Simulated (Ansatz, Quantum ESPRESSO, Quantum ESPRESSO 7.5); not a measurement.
## Complex bands of CaO, rock salt type, lattice constant set to 4.743 Å

How good a tunnel barrier is CaO, rock salt type, lattice constant set to 4.743 Å?

Program: Quantum ESPRESSO 7.5. Level of theory: plane-wave DFT, LDA, PseudoDojo norm-conserving pseudopotentials (cross-check by Ansatz 0.2.0 with PAW datasets). Results are calculated unless marked as measured.

Report form: the programs' logs are mostly left out.

**1. Set-up**

The structure is cubic, space group Fm-3m (No. 225). The conventional cell has a = 4.743 Å, b = 4.743 Å, c = 4.743 Å, α = 90.00°, β = 90.00°, γ = 90.00°. Ca has 6 O at 2.37 Å nearest. O has 6 Ca at 2.37 Å nearest. Farther neighbours and most contacts between anions are not listed.

**2. Ground state**

pwcond needs a cell whose third axis lies along the current and stands perpendicular to the other two.

scf.in

```
&control
  prefix = 'scf'
  outdir = './out'
  pseudo_dir = './pseudo'
  calculation = 'scf'
  tprnfor = .true.
/
&system
  ibrav = 0
  nat = 4
  ntyp = 2
  ecutwfc = 72
  ecutrho = 288
  occupations = 'fixed'
  nbnd = 20
/
&electrons
  conv_thr = 1e-09
  mixing_beta = 0.6
  electron_maxstep = 120
/
ATOMIC_SPECIES
  Ca  40.0780  Ca.dojo-sr-lda-0.4.1-standard.upf
  O   15.9990  O.dojo-sr-lda-0.4.1-standard.upf
CELL_PARAMETERS angstrom
  3.35380746316779 0.00000000000000 0.00000000000000
  0.00000000000000 3.35380746316779 0.00000000000000
  0.00000000000000 0.00000000000000 4.74300000000000
ATOMIC_POSITIONS crystal
  Ca  0.000000000000 0.000000000000 0.000000000000
  O   0.500000000000 0.500000000000 0.000000000000
  Ca  0.500000000000 0.500000000000 0.500000000000
  O   0.000000000000 0.000000000000 0.500000000000
K_POINTS automatic
  8 8 6 0 0 0
```

The run is started by

```console
$ OMP_NUM_THREADS=1 mpirun -n 2 pw.x -nk 2 -in scf.in > scf.out
```

Run time: 1.8 min. Hardware: 2 MPI ranks of Arm Neoverse N1, shared host; peak memory 0.2 GiB; 3.7 min of CPU time.

This step gave:

* free energy: -3011.3790 eV
* valence top, on the run's zero: 7.835 eV
* conduction bottom, on the run's zero: 11.31 eV
* gap by band count: 3.471 eV

The run needed 17 iterations to bring the estimated error under 1e-09 Ry.

**3. Complex band structure**

ikind = 0 solves one period of the crystal for all kz, real and complex, at each energy and k across. ewind and epsproj trim the two-dimensional plane-wave basis; nz1 sets the subslabs.

cbs.in

```
&inputcond
  outdir = './out'
  prefixl = 'scf'
  band_file = 'cbs'
  ikind = 0
  ewind = 4.0
  epsproj = 1e-05
  nz1 = 7
  energy0 = 6.9
  denergy = -0.23
/
4
  0.00000000 0.00000000 1.00000000
  0.50000000 0.00000000 1.00000000
  0.50000000 0.50000000 1.00000000
  0.25000000 0.00000000 1.00000000
40
```

The run is started by

```console
$ OMP_NUM_THREADS=1 mpirun -n 2 pwcond.x -in cbs.in > cbs.out
```

Run time: 3.2 min. Hardware: 2 MPI ranks; peak memory 0.11 GiB; 6.4 min of CPU time.

Read from the output:

| Quantity | Value |
| --- | --- |
| peak of the smallest κ at the zone centre | 0.309 Å⁻¹ |
| energy of the peak at the zone centre | 2.53 eV |
| peak of the smallest κ at (1/2, 0) | 0.586 Å⁻¹ |
| peak of the smallest κ at (1/2, 1/2) | 0.38 Å⁻¹ |
| peak of the smallest κ at (1/4, 0) | 0.403 Å⁻¹ |

K across = (0, 0) in the cell's reciprocal vectors; values within 0.0025 1/Å of each other count once, columns are sorted by size at each energy, a dash where no further value was kept. Im kz of the slowest decaying states against energy, zero at the highest filled level of the SCF mesh:

| energy (eV) | decay 1 (Å⁻¹) | decay 2 (Å⁻¹) | decay 3 (Å⁻¹) |
| --- | --- | --- | --- |
| -2.07 | 0.221 | 1.00 | 1.32 |
| -1.61 | 0.917 | 1.27 | 1.59 |
| -1.15 | 0.177 | 0.807 | 1.22 |
| -0.69 | 0.337 | 0.627 | 1.16 |
| -0.46 | 0.381 | 0.433 | 1.13 |
| 0.00 | 0.443 | 0.738 | 1.06 |
| 0.46 | 0.186 | 0.455 | 0.486 |
| 0.92 | 0.245 | 0.517 | 0.549 |
| 1.38 | 0.279 | 0.541 | 0.591 |
| 1.84 | 0.299 | 0.559 | 0.608 |
| 2.30 | 0.308 | 0.572 | 0.609 |
| 2.53 | 0.309 | 0.575 | 0.606 |
| 2.99 | 0.305 | 0.415 | 0.584 |
| 3.45 | 0.096 | 0.29 | 0.568 |
| 3.91 | 0.262 | 0.537 | 0.59 |
| 4.37 | 0.212 | 0.495 | 0.589 |
| 4.83 | 0.093 | 0.442 | 0.585 |
| 5.29 | 0.372 | 0.578 | 0.627 |
| 5.52 | 0.327 | 0.573 | 0.581 |
| 5.98 | 0.198 | 0.493 | 0.561 |
| 6.44 | 0.182 | 0.411 | 0.546 |
| 6.90 | 0.307 | 0.33 | 0.525 |

K across = (0, 0) in the cell's reciprocal vectors. Table of Re kz of states that move upwards by energy, zero at the highest filled level of the SCF mesh:

| energy (eV) | channel 1 (Å⁻¹) | channel 2 (Å⁻¹) | channel 3 (Å⁻¹) |
| --- | --- | --- | --- |
| -2.07 | - | - | - |
| -1.84 | - | - | - |
| -1.38 | -0.475 | -0.163 | - |
| -1.15 | -0.405 | - | - |
| -0.92 | -0.342 | - | - |
| -0.46 | -0.220 | - | - |
| -0.23 | -0.508 | -0.508 | -0.150 |
| 0.00 | -0.0449 | -0.0449 | -0.0229 |
| 0.46 | - | - | - |
| 0.69 | - | - | - |
| 0.92 | - | - | - |
| 1.38 | - | - | - |
| 1.61 | - | - | - |
| 1.84 | - | - | - |
| 2.30 | - | - | - |
| 2.53 | - | - | - |
| 2.99 | - | - | - |
| 3.22 | - | - | - |
| 3.45 | - | - | - |
| 3.91 | 0.402 | - | - |
| 4.14 | 0.501 | - | - |
| 4.37 | 0.587 | - | - |
| 4.83 | -0.588 | - | - |
| 5.06 | -0.518 | 0.125 | - |
| 5.29 | -0.448 | 0.214 | - |
| 5.75 | -0.300 | 0.356 | - |
| 5.98 | -0.210 | 0.423 | - |
| 6.21 | -0.0563 | 0.490 | - |
| 6.67 | 0.279 | 0.279 | 0.621 |
| 6.90 | -0.639 | 0.349 | 0.349 |

K across = (1/2, 0) in the cell's reciprocal vectors; values within 0.0025 1/Å of each other count once, columns are sorted by size at each energy, a dash where no further value was kept. Im kz of the slowest decaying states against energy, zero at the highest filled level of the SCF mesh:

| energy (eV) | decay 1 (Å⁻¹) | decay 2 (Å⁻¹) | decay 3 (Å⁻¹) |
| --- | --- | --- | --- |
| -2.07 | 0.175 | 0.184 | 0.593 |
| -1.61 | 0.394 | 0.401 | - |
| -1.15 | 0.208 | 0.23 | 0.517 |
| -0.69 | 0.221 | 0.594 | 0.597 |
| -0.46 | 0.309 | 0.62 | - |
| 0.00 | 0.398 | 0.654 | - |
| 0.46 | 0.449 | 0.671 | - |
| 0.92 | 0.484 | 0.676 | 0.801 |
| 1.38 | 0.51 | 0.672 | 0.813 |
| 1.84 | 0.531 | 0.658 | - |
| 2.30 | 0.552 | 0.633 | - |
| 2.53 | 0.567 | 0.611 | 0.614 |
| 2.99 | 0.58 | 0.8 | - |
| 3.45 | 0.566 | 0.786 | 1.51 |
| 3.91 | 0.547 | 0.767 | 1.46 |
| 4.37 | 0.522 | 0.743 | 1.40 |
| 4.83 | 0.49 | 0.715 | 1.34 |
| 5.29 | 0.449 | 0.681 | 1.27 |
| 5.52 | 0.424 | 0.662 | 1.24 |
| 5.98 | 0.359 | 0.617 | - |
| 6.44 | 0.163 | 0.311 | - |
| 6.90 | 0.291 | 0.493 | 0.908 |

K across = (1/2, 1/2) in the cell's reciprocal vectors; values within 0.0025 1/Å of each other count once, columns are sorted by size at each energy, a dash where no further value was kept. Im kz of the slowest decaying states against energy, zero at the highest filled level of the SCF mesh:

| energy (eV) | decay 1 (Å⁻¹) | decay 2 (Å⁻¹) | decay 3 (Å⁻¹) |
| --- | --- | --- | --- |
| -2.07 | 0.341 | 0.828 | 2.06 |
| -1.84 | 0.287 | 0.763 | 2.04 |
| -1.38 | 0.058 | 0.533 | 2.01 |
| -1.15 | 0.75 | 1.99 | 2.35 |
| -0.92 | 0.866 | 1.97 | 2.34 |
| -0.46 | 0.979 | 1.94 | 2.31 |
| -0.23 | 0.141 | 0.172 | 1.01 |
| 0.00 | 0.225 | 0.269 | 1.04 |
| 0.46 | 0.315 | 0.35 | 1.08 |
| 0.69 | 0.345 | 0.368 | 1.1 |
| 0.92 | 0.369 | 0.377 | 1.11 |
| 1.38 | 0.377 | 0.405 | 1.13 |
| 1.61 | 0.37 | 0.419 | 1.14 |
| 1.84 | 0.358 | 0.431 | 1.15 |
| 2.30 | 0.321 | 0.449 | 1.16 |
| 2.53 | 0.294 | 0.456 | 1.16 |
| 2.99 | 0.22 | 0.465 | 1.16 |
| 3.22 | 0.162 | 0.468 | 1.16 |
| 3.45 | 0.049 | 0.47 | 1.16 |
| 3.91 | 0.471 | 1.16 | 1.52 |
| 4.14 | 0.47 | 1.16 | 1.49 |
| 4.37 | 0.468 | 1.16 | 1.47 |
| 4.83 | 0.461 | 1.15 | 1.41 |
| 5.06 | 0.456 | 1.15 | 1.38 |
| 5.29 | 0.451 | 1.14 | 1.35 |
| 5.75 | 0.436 | 1.13 | 1.28 |
| 5.98 | 0.426 | 1.13 | 1.25 |
| 6.21 | 0.416 | 1.12 | 1.21 |
| 6.67 | 0.39 | 1.11 | 1.13 |
| 6.90 | 0.374 | 1.08 | 1.10 |

K across = (1/4, 0) in the cell's reciprocal vectors; values within 0.0025 1/Å of each other count once, columns are sorted by size at each energy, a dash where no further value was kept. Im kz of the slowest decaying states against energy, zero at the highest filled level of the SCF mesh:

| energy (eV) | decay 1 (Å⁻¹) | decay 2 (Å⁻¹) | decay 3 (Å⁻¹) |
| --- | --- | --- | --- |
| -2.07 | 0.789 | 0.888 | 1.53 |
| -1.84 | 0.726 | 0.836 | 1.51 |
| -1.61 | 0.647 | 0.773 | 1.49 |
| -1.38 | 0.036 | 0.536 | 0.693 |
| -1.15 | 0.156 | 0.324 | 0.578 |
| -0.92 | 0.311 | 0.342 | 0.433 |
| -0.69 | 0.412 | 0.426 | 0.478 |
| -0.46 | 0.351 | 0.436 | 0.481 |
| -0.23 | 0.091 | 0.454 | 0.484 |
| 0.00 | 0.197 | 0.472 | 0.554 |
| 0.46 | 0.286 | 0.504 | 0.604 |
| 0.69 | 0.313 | 0.517 | 0.616 |
| 0.92 | 0.334 | 0.529 | 0.623 |
| 1.15 | 0.351 | 0.539 | 0.627 |
| 1.38 | 0.364 | 0.548 | 0.628 |
| 1.61 | 0.375 | 0.555 | 0.627 |
| 1.84 | 0.384 | 0.562 | 0.623 |
| 2.07 | 0.39 | 0.567 | 0.617 |
| 2.30 | 0.396 | 0.572 | 0.609 |
| 2.53 | 0.399 | 0.576 | 0.599 |
| 2.76 | 0.402 | 0.579 | 0.588 |
| 2.99 | 0.403 | 0.574 | 0.581 |
| 3.22 | 0.402 | 0.558 | 0.583 |
| 3.45 | 0.401 | 0.54 | 0.584 |
| 3.68 | 0.399 | 0.52 | 0.584 |
| 3.91 | 0.397 | 0.497 | 0.584 |
| 4.14 | 0.394 | 0.469 | 0.583 |
| 4.37 | 0.396 | 0.432 | 0.571 |
| 4.83 | 0.344 | 0.372 | 0.526 |
| 5.06 | 0.095 | 0.345 | 0.5 |
| 5.29 | 0.312 | 0.47 | 0.57 |
| 5.52 | 0.272 | 0.436 | 0.565 |
| 5.75 | 0.217 | 0.397 | 0.561 |
| 5.98 | 0.086 | 0.127 | 0.352 |
| 6.21 | 0.112 | 0.296 | 0.551 |
| 6.44 | 0.128 | 0.221 | 0.548 |
| 6.67 | 0.088 | 0.168 | 0.547 |
| 6.90 | 0.169 | 0.558 | 0.606 |

**4. Complex bands with pwcond.x, with ewind = 1.0**

How much does a setting matter? One run is repeated with a change.

cbs.w.in, as its differences from the input of step 3:

```diff
@@ -3,5 +3,5 @@
   prefixl = 'scf'
-  band_file = 'cbs'
+  band_file = 'cbs.w'
   ikind = 0
-  ewind = 4.0
+  ewind = 1.0
   epsproj = 1e-05
```

The run is started by

```console
$ OMP_NUM_THREADS=1 mpirun -n 2 pwcond.x -in cbs.w.in > cbs.w.out
```

It took 2 min on 2 MPI ranks; peak memory 0.1 GiB; 4 min of CPU time.

The changed values were drawn from a wide range, not chosen for quality; the comparison shows what they did here together.

Beside the run it was changed from:

| quantity | this run | unchanged run | difference |
| --- | --- | --- | --- |
| peak of the smallest κ at the zone centre (Å⁻¹) | 0.31 | 0.309 | 0.0010 |
| peak of the smallest κ at (1/2, 0) (Å⁻¹) | 0.584 | 0.586 | -0.0020 |
| peak of the smallest κ at (1/2, 1/2) (Å⁻¹) | 0.379 | 0.38 | -0.0010 |
| wall time (s) | 119 | 193 |  |

The physical values in this table move by up to 0.34 %.

**5. Complex bands with pwcond.x, with ewind, epsproj = [0.1, 0.1]**

Another try, with an input changed as a hurried user might.

cbs.bad.in, as its differences from the input of step 3:

```diff
@@ -3,6 +3,6 @@
   prefixl = 'scf'
-  band_file = 'cbs'
+  band_file = 'cbs.bad'
   ikind = 0
-  ewind = 4.0
-  epsproj = 1e-05
+  ewind = 0.1
+  epsproj = 0.1
   nz1 = 7
```

The run is started by

```console
$ OMP_NUM_THREADS=1 mpirun -n 2 pwcond.x -in cbs.bad.in > cbs.bad.out
```

Wall time 58 s (2 MPI ranks); peak memory 0.09 GiB; 1.9 min of CPU time.

The run finished, but its numbers are not taken as the system's. The fault: a window of plane waves far too small, with a loose projection threshold.

Beside the run it was changed from:

| quantity | this run | unchanged run | difference |
| --- | --- | --- | --- |
| peak of the smallest κ at (1/2, 0) (Å⁻¹) | 0.569 | 0.586 | -0.017 |
| wall time (s) | 58 | 193 |  |

At one or more of the first three k points this run gives no bounded stop band to compare.

The physical values in this table move by up to 2.9 %.

**6. The same in Ansatz**

As a check, the same structure is run in Ansatz.

Level of this step: plane-wave DFT, LDA, Ansatz PAW (Ansatz 0.2.0).

input.yaml

```yaml
crystal:
  lattice:
    - [3.3538074632, 0.0, 0.0]
    - [0.0, 3.3538074632, 0.0]
    - [0.0, 0.0, 4.743]
  atoms:
    - { symbol: Ca, position: [0.0, 0.0, 0.0] }
    - { symbol: O, position: [0.5, 0.5, 0.0] }
    - { symbol: Ca, position: [0.5, 0.5, 0.5] }
    - { symbol: O, position: [0.0, 0.0, 0.5] }
kpoints:
  mp_grid: { grid: [8, 8, 6] }
hamiltonian:
  xc: lda
scf:
  occupations: { method: fixed }
  convergence: { dr2_threshold: 1.0e-09 }
output:
  transmission:
    leads: [[0, 0]]
    kpoints: [[0, 0], [0.5, 0], [0.5, 0.5], [0.25, 0]]
    e_range: [-2.07, 6.9]
    de: 0.23
```

The run is started by

```console
$ ansatz run input.yaml --threads 2 --pin off --max-ram 4096MiB --backend cpu --events-out ev --progress --plain --runs-dir out
```

Elapsed: 23 s, on 2 threads; peak memory 0.33 GiB; 28 s of CPU time.

This step gave:

* free energy: -4663.2691 eV
* gap by band count: 3.466 eV
* symmetry operations: 32
* slowest decay at the grid energy nearest mid-gap: 0.2986 Å⁻¹
* peak of the smallest κ at the zone centre: 0.3086 Å⁻¹
* peak of the smallest κ at (1/2, 0): 0.5856 Å⁻¹
* peak of the smallest κ at (1/2, 1/2): 0.3804 Å⁻¹
* peak of the smallest κ at (1/4, 0): 0.4021 Å⁻¹
* valence top, on the run's zero: 7.735 eV

K across = (0, 0) in the cell's reciprocal vectors; values within 0.0025 1/Å of each other count once, columns are sorted by size at each energy, a dash where no further value was kept. Table of Im kz of the slowest decaying states by energy, zero at the highest filled level of the SCF mesh:

| energy (eV) | decay 1 (Å⁻¹) | decay 2 (Å⁻¹) | decay 3 (Å⁻¹) |
| --- | --- | --- | --- |
| -2.07 | 0.217 | 1.000 | 1.32 |
| -1.84 | 0.0616 | 0.960 | 1.30 |
| -1.38 | 0.865 | 1.24 | - |
| -1.15 | 0.182 | 0.805 | 1.22 |
| -0.92 | 0.279 | 0.729 | 1.19 |
| -0.46 | 0.382 | 0.426 | 1.13 |
| -0.23 | 0.416 | 0.586 | 1.10 |
| 0.00 | 0.00933 | 0.0209 | 0.444 |
| 0.46 | 0.187 | 0.455 | 0.486 |
| 0.69 | 0.220 | 0.503 | 0.512 |
| 0.92 | 0.245 | 0.518 | 0.549 |
| 1.38 | 0.279 | 0.541 | 0.590 |
| 1.61 | 0.290 | 0.551 | 0.601 |
| 1.84 | 0.299 | 0.559 | 0.607 |
| 2.30 | 0.308 | 0.572 | 0.609 |
| 2.53 | 0.309 | 0.572 | 0.577 |
| 2.99 | 0.304 | 0.411 | 0.584 |
| 3.22 | 0.297 | 0.581 | 0.587 |
| 3.45 | 0.0753 | 0.289 | 0.568 |
| 3.91 | 0.260 | 0.536 | 0.590 |
| 4.14 | 0.238 | 0.517 | 0.590 |
| 4.37 | 0.208 | 0.494 | 0.588 |
| 4.83 | 0.0812 | 0.441 | 0.584 |
| 5.06 | 0.409 | 0.581 | 0.671 |
| 5.29 | 0.371 | 0.577 | 0.625 |
| 5.75 | 0.271 | 0.534 | 0.567 |
| 5.98 | 0.197 | 0.491 | 0.561 |
| 6.21 | 0.041 | 0.449 | 0.553 |
| 6.67 | 0.258 | 0.369 | 0.536 |
| 6.90 | 0.309 | 0.328 | 0.525 |

K across = (0, 0) in the cell's reciprocal vectors. Re kz of states that move upwards against energy, zero at the highest filled level of the SCF mesh:

| energy (eV) | channel 1 (Å⁻¹) | channel 2 (Å⁻¹) | channel 3 (Å⁻¹) |
| --- | --- | --- | --- |
| -2.07 | - | - | - |
| -1.61 | -0.560 | -0.325 | - |
| -1.15 | -0.402 | - | - |
| -0.69 | -0.280 | - | - |
| -0.46 | -0.218 | - | - |
| 0.00 | - | - | - |
| 0.46 | - | - | - |
| 0.92 | - | - | - |
| 1.38 | - | - | - |
| 1.84 | - | - | - |
| 2.30 | - | - | - |
| 2.53 | - | - | - |
| 2.99 | - | - | - |
| 3.45 | - | - | - |
| 3.91 | 0.407 | - | - |
| 4.37 | 0.590 | - | - |
| 4.83 | -0.585 | - | - |
| 5.29 | -0.445 | 0.220 | - |
| 5.52 | -0.374 | 0.293 | - |
| 5.98 | -0.206 | 0.429 | - |
| 6.44 | 0.193 | 0.193 | 0.561 |
| 6.90 | -0.634 | 0.350 | 0.350 |

K across = (1/2, 0) in the cell's reciprocal vectors; values within 0.0025 1/Å of each other count once, columns are sorted by size at each energy, a dash where no further value was kept. Table of Im kz of the slowest decaying states by energy, zero at the highest filled level of the SCF mesh:

| energy (eV) | decay 1 (Å⁻¹) | decay 2 (Å⁻¹) | decay 3 (Å⁻¹) |
| --- | --- | --- | --- |
| -2.07 | 0.190 | 0.591 | 0.762 |
| -1.84 | 0.318 | 0.504 | 0.681 |
| -1.38 | 0.204 | 0.336 | 0.469 |
| -1.15 | 0.243 | 0.522 | - |
| -0.92 | 0.506 | 0.564 | - |
| -0.46 | 0.311 | 0.622 | 0.668 |
| -0.23 | 0.362 | 0.641 | 0.710 |
| 0.00 | 0.399 | 0.655 | 0.740 |
| 0.46 | 0.450 | 0.672 | 0.779 |
| 0.69 | 0.468 | 0.676 | 0.792 |
| 0.92 | 0.484 | 0.677 | 0.802 |
| 1.38 | 0.510 | 0.672 | 0.813 |
| 1.61 | 0.521 | 0.666 | 0.816 |
| 1.84 | 0.531 | 0.658 | 0.817 |
| 2.30 | 0.553 | 0.633 | 0.814 |
| 2.53 | 0.569 | 0.611 | 0.811 |
| 2.99 | 0.580 | 0.800 | - |
| 3.22 | 0.574 | 0.794 | - |
| 3.45 | 0.566 | 0.786 | - |
| 3.91 | 0.546 | 0.767 | 1.46 |
| 4.14 | 0.534 | 0.755 | 1.43 |
| 4.37 | 0.521 | 0.743 | 1.40 |
| 4.83 | 0.489 | 0.715 | 1.34 |
| 5.06 | 0.470 | 0.698 | 1.31 |
| 5.29 | 0.448 | 0.681 | 1.27 |
| 5.75 | 0.394 | 0.640 | 1.19 |
| 5.98 | 0.358 | 0.617 | 1.15 |
| 6.21 | 0.311 | 0.591 | 1.10 |
| 6.67 | 0.311 | 0.529 | 0.984 |
| 6.90 | 0.289 | 0.492 | 0.905 |

K across = (1/2, 1/2) in the cell's reciprocal vectors; values within 0.0025 1/Å of each other count once, columns are sorted by size at each energy, a dash where no further value was kept. The Im kz of the slowest decaying states by energy, zero at the highest filled level of the SCF mesh:

| energy (eV) | decay 1 (Å⁻¹) | decay 2 (Å⁻¹) | decay 3 (Å⁻¹) |
| --- | --- | --- | --- |
| -2.07 | 0.339 | 0.824 | - |
| -1.61 | 0.208 | 0.670 | - |
| -1.15 | 0.761 | - | - |
| -0.69 | 0.936 | - | - |
| -0.46 | 0.982 | - | - |
| 0.00 | 0.226 | 0.274 | 1.04 |
| 0.46 | 0.316 | 0.352 | 1.09 |
| 0.92 | 0.369 | 0.378 | 1.11 |
| 1.38 | 0.377 | 0.405 | 1.13 |
| 1.84 | 0.358 | 0.431 | 1.15 |
| 2.30 | 0.320 | 0.449 | 1.16 |
| 2.53 | 0.294 | 0.455 | 1.16 |
| 2.99 | 0.218 | 0.465 | 1.16 |
| 3.45 | 0.0410 | 0.470 | 1.16 |
| 3.91 | 0.470 | 1.16 | - |
| 4.37 | 0.467 | 1.16 | 1.47 |
| 4.83 | 0.461 | 1.15 | 1.41 |
| 5.29 | 0.450 | 1.14 | 1.35 |
| 5.52 | 0.443 | 1.14 | 1.31 |
| 5.98 | 0.426 | 1.13 | 1.24 |
| 6.44 | 0.403 | 1.12 | 1.17 |
| 6.90 | 0.373 | 1.08 | 1.10 |

K across = (1/4, 0) in the cell's reciprocal vectors; values within 0.0025 1/Å of each other count once, columns are sorted by size at each energy, a dash where no further value was kept. Table of Im kz of the slowest decaying states by energy, zero at the highest filled level of the SCF mesh:

| energy (eV) | decay 1 (Å⁻¹) | decay 2 (Å⁻¹) | decay 3 (Å⁻¹) |
| --- | --- | --- | --- |
| -2.07 | 0.786 | 0.886 | - |
| -1.84 | 0.723 | 0.834 | - |
| -1.61 | 0.642 | 0.770 | 1.49 |
| -1.38 | 0.0507 | 0.530 | 0.689 |
| -1.15 | 0.168 | 0.307 | 0.572 |
| -0.92 | 0.317 | 0.326 | 0.438 |
| -0.69 | 0.416 | 0.426 | 0.487 |
| -0.46 | 0.358 | 0.436 | 0.484 |
| -0.23 | 0.0968 | 0.454 | 0.487 |
| 0.00 | 0.198 | 0.473 | 0.556 |
| 0.46 | 0.287 | 0.504 | 0.605 |
| 0.69 | 0.313 | 0.517 | 0.616 |
| 0.92 | 0.334 | 0.529 | 0.624 |
| 1.15 | 0.351 | 0.539 | 0.627 |
| 1.38 | 0.364 | 0.548 | 0.628 |
| 1.61 | 0.375 | 0.555 | 0.627 |
| 1.84 | 0.383 | 0.562 | 0.623 |
| 2.07 | 0.390 | 0.567 | 0.617 |
| 2.30 | 0.395 | 0.572 | 0.609 |
| 2.53 | 0.399 | 0.576 | 0.599 |
| 2.76 | 0.401 | 0.579 | 0.587 |
| 2.99 | 0.402 | 0.574 | 0.581 |
| 3.22 | 0.402 | 0.558 | 0.583 |
| 3.45 | 0.401 | 0.540 | 0.584 |
| 3.68 | 0.399 | 0.519 | 0.584 |
| 3.91 | 0.396 | 0.496 | 0.584 |
| 4.14 | 0.394 | 0.468 | 0.583 |
| 4.37 | 0.396 | 0.431 | 0.571 |
| 4.83 | 0.339 | 0.370 | 0.525 |
| 5.06 | 0.0708 | 0.343 | 0.499 |
| 5.29 | 0.311 | 0.469 | 0.570 |
| 5.52 | 0.270 | 0.435 | 0.565 |
| 5.75 | 0.214 | 0.396 | 0.561 |
| 5.98 | 0.0649 | 0.127 | 0.351 |
| 6.21 | 0.105 | 0.294 | 0.552 |
| 6.44 | 0.130 | 0.219 | 0.548 |
| 6.67 | 0.0836 | 0.168 | 0.547 |
| 6.90 | 0.168 | 0.561 | 0.602 |

**7. The arithmetic**

T falls as exp(−2κd). With κ = 0.295 1/Å, 10 Å of barrier pass exp(−2 × 0.295 × 10) = 0.0027 of that channel, interfaces aside.

**8. Results**

| Property | Result |
| --- | --- |
| gap on the SCF mesh | 3.47 eV |
| smallest κ at mid-gap among the four k points, at the zone centre | 0.295 Å⁻¹ |
| peak of the smallest κ in the stop band at the zone centre | 0.309 Å⁻¹ |
| peak of the smallest κ in the stop band at (1/2, 0) | 0.586 Å⁻¹ |
| peak of the smallest κ in the stop band at (1/2, 1/2) | 0.380 Å⁻¹ |
| peak of the smallest κ in the stop band at (1/4, 0) | 0.403 Å⁻¹ |
| energy of the peak at the zone centre, over the highest filled level | 2.53 eV |
| peak at the zone centre by Ansatz | 0.309 Å⁻¹ |

What this shows: With a gap of 3.47 eV on the mesh, the smallest κ at mid-gap among the four k points, at the zone centre is 0.295 Å⁻¹ (LDA, PseudoDojo norm-conserving). For a barrier with the Fermi level at mid-gap the slowest state found, at the zone centre, loses a factor of ten in probability every 3.9 Å or so. Stop bands away from the zone centre are mostly wider than the gap, so their peaks can lie above the conduction bottom. At the zone centre pwcond's peak is 0.309 and Ansatz's 0.309 1/Å, 0 % apart. The cell is the a/√2 one, turned by 45°, with two primitive cells, so X along [001] folds onto kz = 0. A semilocal gap is too small, often by a third to a half and by more in narrow-gap crystals, so real barriers decay faster.

[Logs are printed without paths, hosts, clocks, repeated set-up lines and the standing remarks that a program may print on its own settings, such as how far it seeks lower states.]

[Hosts, paths, dates, database ids (printed as entryN), source tags and the programs' standing remarks are cut or masked in the printed files.]

[Maps of the electrostatic potential energy from Ansatz leave out the sawtooth potential of an applied field or a dipole correction, so their vacuum need not be flat; planar profiles and work functions include it.]
